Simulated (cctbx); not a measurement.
# Accept or mend?

Cell a = 9.6710 Å, b = 9.6710 Å, c = 6.1750 Å, α = 90.00°, β = 90.00°, γ = 120.00°; space group P6_3mc (no. 186). The compound is Yb3Nd4Co3.

The data are simulated with cctbx, not measured: Cu Kα, λ = 1.54184 Å, to d = 0.83 Å, 80 % of the full sphere, strongest reflection 40000 counts, noise from counting, a 6 % proportional error and a noise floor of 4 counts (s.d.); no absorption.

An anisotropic refinement with weights 1/σ² prints:

```text
Rint 0.046, 361 unique reflections to 0.84 A
cycle     R1     wR2    GooF  max shift (A)
   1  0.1261  0.3603  13.702   0.01490
   2  0.1113  0.3222  12.253   0.00047
final R1 0.1113 wR2 0.3222 GooF 12.253  parameters 21  data/parameter 17.2
atom        x        y        z      Ueq    occ   su(xyz)  su(Uiso or U11)
Nd1    0.46464  0.92929  0.56109   0.0093  1.000  0.00072  0.0016
Nd2    0.87601  0.75202  0.76242   0.0128  1.000  0.00072  0.0018
Yb1    0.66667  0.33333  0.50347   0.0195  1.000  0.00082  0.0025
Co1    0.18702  0.37404  0.78462   0.0202  1.000  0.00221  0.0054
difference map: max 17.40 min -3.40 rms 1.08
Q1    0.0767  0.5384  0.5609    6   17.75  0.05 A from Nd1
Q2    0.1151  0.2301  0.2721    6    8.46  0.16 A from Nd2
Q3    0.3333  0.6667  0.9648    2    7.52  0.24 A from Yb1
Q4    0.3333  0.6667  0.3612    2    3.84  2.21 A from Yb1
Q5    0.3333  0.6667  0.5324    2    3.82  2.21 A from Nd1
Q6    0.3333  0.6667  0.1575    2    3.78  0.95 A from Yb1
```

Q: Accept it or mend it, and why?

Mend it. The fault: elements exchanged: Yb1 is Nd and Nd1 is Yb. Against the right model at the same level, R1 goes from 0.0095 to 0.1113 and GooF from 0.90 to 12.25, U of Yb1 swells from 0.0107 to 0.0195 Å² and the top difference peak, 17.8 e/Å³, lies on Nd1. Yb1 has 10 electrons too many and its U swells to shed them, as expected; Nd1 has 10 electrons too few and its U shrinks to make up, as expected.

The compound is Yb3Nd4Co3. The right model at the same level gives:

```text
Rint 0.046, 361 unique reflections to 0.84 A
cycle     R1     wR2    GooF  max shift (A)
   1  0.0097  0.0242   0.922   0.00042
   2  0.0095  0.0237   0.900   0.00000
final R1 0.0095 wR2 0.0237 GooF 0.900  parameters 21  data/parameter 17.2
atom        x        y        z      Ueq    occ   su(xyz)  su(Uiso or U11)
Yb1    0.46461  0.92922  0.56207   0.0114  1.000  0.00004  0.0001
Nd1    0.87676  0.75353  0.76365   0.0118  1.000  0.00005  0.0001
Nd2    0.66667  0.33333  0.50166   0.0107  1.000  0.00006  0.0001
Co1    0.18762  0.37524  0.78594   0.0155  1.000  0.00016  0.0003
Flack x: 0.0011(15)
Hooft y: -0.003(4)  Bijvoet pairs: 161
difference map: max 0.61 min -0.54 rms 0.12
Q1    0.1095  0.2191  0.5224    6    0.63  1.61 A from Nd1
Q2    0.3333  0.6667  0.7788    2    0.58  1.38 A from Nd2
Q3    0.2043  0.4086  0.2703    6    0.54  1.36 A from Nd1
Q4    0.0000  0.0000  0.0338    2    0.54  2.51 A from Nd1
Q5    0.1032  0.5516  0.2821    6    0.52  1.75 A from Yb1
Q6    0.2528  0.5056  0.5729    6    0.49  1.71 A from Co1
```

The model is made up (kin elements in a known structure type, no relaxation), so it says nothing on whether the phase exists.

[Middle refinement cycles are left out of these outputs.]

[Logs are printed without paths, hosts, clocks, repeated set-up lines and the standing remarks that a program may print on its own settings, such as how far it seeks lower states.]
